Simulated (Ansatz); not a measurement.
# SnSe2 monolayer (1T): from the cell to its phonons, part 2 of 2

The cell of SnSe2 monolayer (1T) is at rest. What are its phonons? After the zone centre comes a 3×3×1 q mesh on a 9×9×1 k mesh.

Ansatz 0.2.0; DFT PBE, scalar-relativistic, plane waves, PAW.

So far. Step 2 (Zone-centre response): Before it was imposed, the acoustic sum rule was missed by 2.3e-4 eV/Å² and the charge sum rule by 0.0017 e. Small misses are needed for a sound result but don't prove that mesh and cutoff are converged. The lowest optical mode is real, 104 cm⁻¹.

### Step 3. Phonons on a q mesh

Stability and thermal properties need the whole zone. Linear response on a 3×3×1 q mesh gives force constants as far as a supercell of that size would, and the tensors from the zone-centre run are typed in so that the long-range dipole term is interpolated apart.

input.yaml

```yaml
crystal:
  lattice:
    - [3.8684807293, 0.0, 0.0]
    - [-1.9342403647, 3.3502025856, 0.0]
    - [0.0, 0.0, 29.9272]
  atoms:
    - { symbol: Sn, position: [0.0, 0.0, 0.3341441899] }
    - { symbol: Se, position: [0.3333333333, 0.6666666667, 0.3874413342] }
    - { symbol: Se, position: [0.6666666667, 0.3333333333, 0.2808470456] }
  periodic: [true, true, false]
kpoints:
  mp_grid: { grid: [9, 9, 1] }
hamiltonian:
  xc: pbe
scf:
  occupations: { method: fixed }
output:
  eigenvalues: true
phonons:
  method: dfpt
  qmesh: [3, 3, 1]
  temperatures: { t_max: 1000, t_step: 50 }
  qpath:
    path:
      - [0.0, 0.0, 0.0]
      - [0.5, 0.0, 0.0]
      - [0.33333333, 0.33333333, 0.0]
      - [0.0, 0.0, 0.0]
    npoints: 10
  isolated: true
  non_analytic_term:
    high_frequency_dielectric_tensor: [[3.0937, 0.0, 0.0], [0.0, 3.0937, 0.0], [0.0, 0.0, 1.1769]]
    born_effective_charges:
      - { species: Sn, tensor: [[4.9866, 0.0, 0.0], [0.0, 4.9866, 0.0], [0.0, 0.0, 0.2893]] }
      - { species: Se, tensor: [[-2.4933, 0.0, 0.0], [0.0, -2.4933, 0.0], [0.0, 0.0, -0.1447]] }
      - { species: Se, tensor: [[-2.4933, 0.0, 0.0], [0.0, -2.4933, 0.0], [0.0, 0.0, -0.1447]] }
    source: "zone-centre run at this cell"
```

On the command line:

```bash
$ ansatz run input.yaml --threads 8 --pin off --max-ram 14336MiB --backend cpu --events-out ev --progress --plain --runs-dir out
```

Numbers of over 12 decimals in the logs are rounded to 6 here.

Output:

```text
Warning: phonons: the dynamical matrix that this run interpolates holds no multipole term above the dipole-dipole one, and a site of this crystal is no centre of inversion, so its interpolated transverse optical and acoustic branches and sound speeds can stay off near Gamma, and the density of states and the thermodynamics with them. What a run solves at a wave vector of phonons.qpoints, Gamma apart, where the deck admits one, is free of this, and under fd what a larger phonons.supercell samples
[...]
Crystal: 3 atoms, lattice volume = 387.862 Å³
Basis set: ecut = 420 eV, 7673 PW (Γ), exchange–correlation on 54×54×432 points (8 copies of the dense FFT grid, shifted against one another)
Bands: 28, of which v1, the nominal top of the filled ones, is band 23 counted from 1 (22 counted from 0)
Symmetry: 12 space group operations
k-points: 12 of 81 (irreducible under 6 space group operations, time reversal used)
[...]
SCF iter   1: F=—  HF=-16963.387378 eV  |F-HF|=—  |Δ(HF+E_count)|=         —  Δρ=6.46e-4  dr2=4.26e-3  ethr=1.77e-3  ⟨swp⟩=7.1  Hψ=1412  notcnv=0  defer=33
[...]
SCF iter   9: F=-16963.385203 eV  HF=-16963.385203 eV  |F-HF|=2.55e-11  |Δ(HF+E_count)|=  3.27e-11  Δρ=1.41e-8  dr2=8.93e-13  ethr=1.00e-12  ⟨swp⟩=25.4  Hψ=2955  notcnv=0
SCF 1 converged in 9 iterations: F = -16963.385203 eV  dr2 = 8.93e-13
[...]
NSCF: frozen V_eff on 12 k-points
[...]
DFPT response loops at q = (0, 0, 0) (fractional): preconditioner auto → none (the input reference at scf.mixing.eps_inf says where Resta's filter doesn't serve); β = 0.50; Broyden in place of MSR1
[...]
SCF converged after 9 iterations
Free energy (F): -16963.385203 eV
[...]
Internal energy: -16963.385203 eV  (E = F + TS)
E sigma→0 (E₀):  -16963.385203 eV
Fermi energy:    -6.049167 eV
[...]
--- Band table (eV; the first three rows and the last of 12) ---
  k-point 0: bands = [... 19 lower, -6.5110, -6.5110, -6.1316, -6.1316, -4.5437, -2.9959, -1.4768, -1.4768, ... 1 higher]
  k-point 1: bands = [... 19 lower, -7.0325, -6.8687, -6.6983, -6.0492, -4.0065, -2.3864, -1.5998 (-1.5998°), -1.2105, ... 1 higher]
  k-point 2: bands = [... 19 lower, -7.6692, -7.4342, -6.8510, -6.1060, -4.0826, -2.0726, -0.7077 (-0.7077°), -0.6950, ... 1 higher]
  k-point 11: bands = [... 19 lower, -9.5573, -9.1820, -6.8305, -6.8305, -4.2423, -0.7787, -0.7787, 0.4865, ... 1 higher]
  ° read free of the cell's end (the report's vacuum.weakly_bound_levels)
--- Phonons (Γ-DFPT): 6 representative perturbations + reference (Σ response iterations 22) ---
  ASR residual: 1.799e-4 → 0.000e0 eV/Å²; symmetrization residual: 4.442e-5 eV/Å²
[...]
ASR residual per site (eV/Å²): 1.80e-4 1.24e-5 3.74e-5
  Γ frequencies (cm⁻¹): 0.00 0.00 0.00 104.35 104.35 137.54 137.54 176.66 247.98
--- Phonons (arbitrary-q DFPT): 3 irreducible q on the 3×3×1 mesh ---
  q = [0.0000, 0.0000, 0.0000] (star 1, of the zone-centre solve; hermiticity 5.80e-6, symmetrization 7.80e-11, taken by the last average 1.43e-6): -0.00 -0.00 0.00 104.35 104.35 137.54 137.54 176.66 247.98
  q = [0.0000, 0.3333, 0.0000] (star 6, 9 solved perturbations on 45 of 81 k-point pairs; hermiticity 2.99e-6, symmetrization 2.27e-10, taken by the last average 2.34e-6): 41.70 61.63 99.02 106.96 142.21 154.19 158.83 171.75 211.07
  q = [0.3333, 0.3333, 0.0000] (star 2, 6 solved perturbations in 192 linear systems a pass and spin channel, the states on 45 of 81 k-point pairs; hermiticity 2.71e-6, symmetrization 3.19e-6, taken by the last average 3.24e-6): 56.30 108.04 108.04 135.80 135.80 144.40 150.46 183.01 183.01
  sum rule: each row above includes the acoustic sum rule's correction from the zone centre's row sums; it moved no ω² by more than (0.64 cm⁻¹)²
  mesh force constants: q→R imaginary residual 0.00e0; ASR residual 1.799e-4 → 0.000e0 eV/Å²; symmetrization residual 8.882e-15 eV/Å²
  interpolated dispersion: 31 rows × 9 modes
  density of states and harmonic sums: on the 18×18×1 q-mesh, interpolated from the force constants of a 3×3×1 supercell (with the dipole–dipole term of supplied tensors)
  largest difference from the sums on the solved wave vectors: F 4.47e-2 eV, S 5.83e-5 and C_V 1.35e-5 eV/K
  zero-point energy: 0.070930 eV/cell   skipped modes (ω ≤ 0): 10, of them read as no rigid motion or as one in doubt: 7 (1.667e-1 modes/cell left out, lowest -15.34 cm⁻¹)   left out of the sums: 1.95e-2 of the cell's modes: C_V's classical limit lies that fraction below 3 k_B per atom; for a crystal, a wire or a layer, F and S can be off by more, and a phonons.interpolated_qmesh denser along its periods is the remedy for the sampling
```

It took 1.7 min on 8 threads of Arm Neoverse V2, shared host; peak memory 2.1 GiB.

Numbers from this step:

```
sum-rule residual before enforcement                    : 1.80e-4 eV/Å²
lowest frequency on the path                            : -15.80 cm⁻¹
highest frequency on the path or at a solved wavevector : 248 cm⁻¹
lowest mode on the q mesh (acoustic modes at Γ apart)   : 41.7 cm⁻¹
```

Frequencies (cm⁻¹) solved at each irreducible wavevector; negative means imaginary. Frequencies by wavevector, by row:

```tsv
q in reciprocal lattice units	star	mode 1	mode 2	mode 3	mode 4	mode 5	mode 6	mode 7	mode 8	mode 9
0 0 0	1	0	0	0	104.3	104.3	137.5	137.5	176.7	248
0 0.3333 0	6	41.7	61.6	99	107	142.2	154.2	158.8	171.8	211.1
0.3333 0.3333 0	2	56.3	108	108	135.8	135.8	144.4	150.5	183	183
```

Interpolated from a 3×3×1 q mesh, with the LO-TO term (at Γ the limit along the path; where Γ stands inside the path, tables give the limit on arrival). The phonon branches at the labelled points (cm⁻¹):

```tsv
point	branch 1	branch 2	branch 3	branch 4	branch 5	branch 6	branch 7	branch 8	branch 9
Γ	0	0	0	104	104	138	138	177	248
halfway	23	53	88	101	141	144	168	189	214
M	57	67	96	117	138	144	166	168	213
halfway	55	86	114	116	130	153	161	172	201
K	56	108	108	136	136	144	150	183	183
halfway	28	64	95	113	128	152	166	194	199
Γ	0	0	0	104	104	138	138	177	248
```

The phonon branches as a text plot (rows in cm⁻¹):

```
    243 |*****                                               ****
    232 |     **                                           **
    221 |       **                                       **
    210 |         *****************                   ***
    199 |   ******                 **          **************
    188 | **      **                 **********   **         ***
    177 |*******    **             ******  *******       ********
    166 |       ********************              *******
    155 |           ****        **********************
    144 |   ********************        *****         *******
    133 |***  ****            *****************     *****    ****
    122 |   **            ******** ***       *******     ****
    111 | **          ****        ****************  *******  ***
    100 |*************************   ***   **     ****     ******
     89 |         **               **        *****
     78 |       **              ***               **  ***
     67 |             **********                    **   **
     56 |     **  ****  ***********************       ***
     45 |   **  **    **                       ***       ****
     34 |     **    **                            **       **
     23 | ****    **                                **       ***
     12 | **                                          ***    ***
      1 |*      **                                              *
    -10 | ******                                         *******
         Γ                   M           K                      Γ
```

Tetrahedra on a 18×18×1 mesh, mean over bins of 5 cm-1. Interpolated from a 3×3×1 q mesh. The phonon density of states by wavenumber; read off at these points:

wavenumber (cm⁻¹), phonon density of states (1/cm⁻¹/cell) and a bar:
```
      -18     0.0057 #
      -12     0.0152 ####
       -2     0.0035 #
        2     0.0035 #
       12     0.0052 #
       18     0.0079 ##
       28     0.0135 ####
       32     0.0163 #####
       38     0.0197 ######
       48     0.0340 ##########
       52     0.0701 ######################
       62     0.0228 #######
       68     0.0382 ############
       78     0.0218 ######
       82     0.0196 ######
       88     0.0186 #####
       98     0.0427 #############
      102     0.0837 ##########################
      112     0.0918 #############################
      118     0.0545 #################
      128     0.0560 #################
      132     0.0791 #########################
      142     0.0395 ############
      148     0.0428 #############
      152     0.0953 ##############################
      162     0.0802 #########################
      168     0.0722 #######################
      178     0.0473 ###############
      182     0.0177 #####
      192     0.0329 ##########
      198     0.0573 ##################
      202     0.0315 ##########
      212     0.0426 #############
      218     0.0089 ##
      228     0.0053 #
      232     0.0048 #
      242     0.0039 #
      248     0.0016
```

The partial phonon density of states has structure finer than the step of the table below, so its rows give means over 10 cm⁻¹, whole bins alone (the curve runs from -30.4 to 265 cm⁻¹). Peaks (cm⁻¹: height): Se 55.2: 0.0290, 105.4: 0.0726, 131.5: 0.0654, 161.2: 0.104, 170.5: 0.0542; Sn 55.2: 0.0421, 66.3: 0.0239, 114.7: 0.0239, 140.8: 0.0267, 155.6: 0.0224, 181.7: 0.0156, 207.7: 0.0253.

Phonopy on the run's constants, 17x17x1 mesh, Gaussian sigma 2.1 cm-1. Interpolated from a 3×3×1 q mesh. Table of partial phonon density of states by wavenumber; means over each step; values in 1/cm⁻¹/cell:

```tsv
wavenumber (cm⁻¹)	Se	Sn
-20	0.00677	0.00456
-10	0.00424	0.00295
0	6.0e-4	4.5e-4
10	0.00177	0.00131
20	0.00581	0.00437
30	0.00712	0.00579
40	0.0116	0.0104
50	0.0197	0.0247
60	0.0190	0.0237
70	0.0139	0.0180
80	0.00829	0.0114
90	0.00967	0.00916
100	0.0474	0.00934
110	0.0576	0.0164
120	0.0383	0.0125
130	0.0529	0.00883
140	0.0372	0.0201
150	0.0487	0.0156
160	0.0825	0.0163
170	0.0455	0.00628
180	0.0347	0.0136
190	0.0123	0.0113
200	0.0117	0.0167
210	0.0138	0.0235
220	0.00403	0.00655
230	0.00225	0.00273
240	0.00197	0.00252
250	5.7e-4	7.5e-4
260	0	0
```

Symmetry leaves 3 wavevectors to solve. The lowest mode among them, the acoustic zeros apart, lies at q = (0, 0.333, 0) and is real, 41.7 cm⁻¹. Between them the interpolated path dips to 16i cm⁻¹.

### Step 4. Another isotope, element Se, natural mass 78.971 amu

An isotope changes the mass and not the force constants, so no new electronic calculation is needed; the shifts show which modes move this element.

The same force constants with the mass of Se changed from 78.971 to 81.917 u (phonopy, no LO-TO term). Both lists are sorted by frequency; levels can cross, so a row need not hold one and the same mode. Modes under 3 cm⁻¹ are left out. Isotope shifts, by row:

```tsv
q	rank	natural mass (cm⁻¹)	changed mass (cm⁻¹)
0 0 0	4	104.3	102.5
0 0 0	5	104.3	102.5
0 0 0	6	137.5	136.5
0 0 0	7	137.5	136.5
0 0 0	8	176.7	173.4
0 0 0	9	248	246.1
0 0.3333 0	1	41.7	41.33
0 0.3333 0	2	61.63	61.09
0 0.3333 0	3	99.02	97.29
0 0.3333 0	4	107	105.8
0 0.3333 0	5	142.2	140.8
0 0.3333 0	6	154.2	151.5
0 0.3333 0	7	158.8	156.7
0 0.3333 0	8	171.8	169.2
0 0.3333 0	9	211.1	209.7
0.3333 0.3333 0	1	56.3	55.89
0.3333 0.3333 0	2	108	107.2
0.3333 0.3333 0	3	108	107.2
0.3333 0.3333 0	4	135.8	133.5
0.3333 0.3333 0	5	135.8	133.5
0.3333 0.3333 0	6	144.4	142.8
0.3333 0.3333 0	7	150.5	147.7
0.3333 0.3333 0	8	183	181
0.3333 0.3333 0	9	183	181
```

A mode of this element alone would shift by -1.81 %. The highest zone-centre frequency without the field goes from 248.0 to 246.1 cm⁻¹ (-0.8 %). The product of the frequency ratios over all optical modes at Γ is 0.925; the product rule, (m/m′)^(3k/2) (M′/M)^(3/2) with k = 2 such atoms and M the mass of the cell, gives 0.925.

### Step 5. Another isotope, element Sn, natural mass 118.71 amu

The same for Sn, from 118.71 to 123.91 u.

A mode of this element alone would shift by -2.12 %. The highest zone-centre frequency without the field goes from 248.0 to 245.0 cm⁻¹ (-1.2 %). The product of the frequency ratios over all optical modes at Γ is 0.964; the product rule, (m/m′)^(3k/2) (M′/M)^(3/2) with k = 1 such atoms and M the mass of the cell, gives 0.964.

### Step 6. Summary of results

```
space group (within 0.01 Å)                             : P-3m1
area per atom                                           : 4.32 Å²
gap on the k-mesh                                       : 0.846 eV
highest optical mode at the zone centre (no LO-TO term) : 248 cm⁻¹
lowest optical zone-centre mode                         : 104 cm⁻¹
largest Born charge (third of the trace)                : 3.42 e
lowest mode on the q mesh (acoustic modes at Γ apart)   : 41.7 cm⁻¹
highest frequency on the path or at a solved wavevector : 248 cm⁻¹
imaginary modes on the 3×3×1 q mesh                     : none
```

**Reading.** No mode is imaginary at the 3 irreducible wavevectors solved, but between them the interpolated path dips to 15.8i cm⁻¹, so stability is not settled. Without the field, the optical modes at Γ span 104 to 248 cm⁻¹. The strongest infrared line is at 138 cm⁻¹. Averaged over orientations, the strongest Raman line at 532 nm and 300 K is at 177 cm⁻¹. The tensors are the static, non-resonant ones, while 532 nm light (2.33 eV) lies above the computed gap. The interpolated path dips to 16i cm⁻¹ between the solved wavevectors, which may come from the interpolation; a denser q mesh would tell. In a sheet or slab the interpolated bending branch near Γ is rough, since the rotational sum rule isn't imposed. Dielectric tensors refer to the cell with its vacuum. Spin-orbit coupling is left out, which can matter for the heavy elements here. The starting cell was built on a prototype and not taken from a measurement. These are harmonic frequencies at zero temperature: anharmonic shifts, linewidths and thermal expansion are left out.

[Logs are printed without paths, hosts, clocks, repeated set-up lines and the standing remarks that a program may print on its own settings, such as how far it seeks lower states.]

[Hosts, paths, dates, database ids (printed as entryN), source tags and the programs' standing remarks are cut or masked in the printed files.]
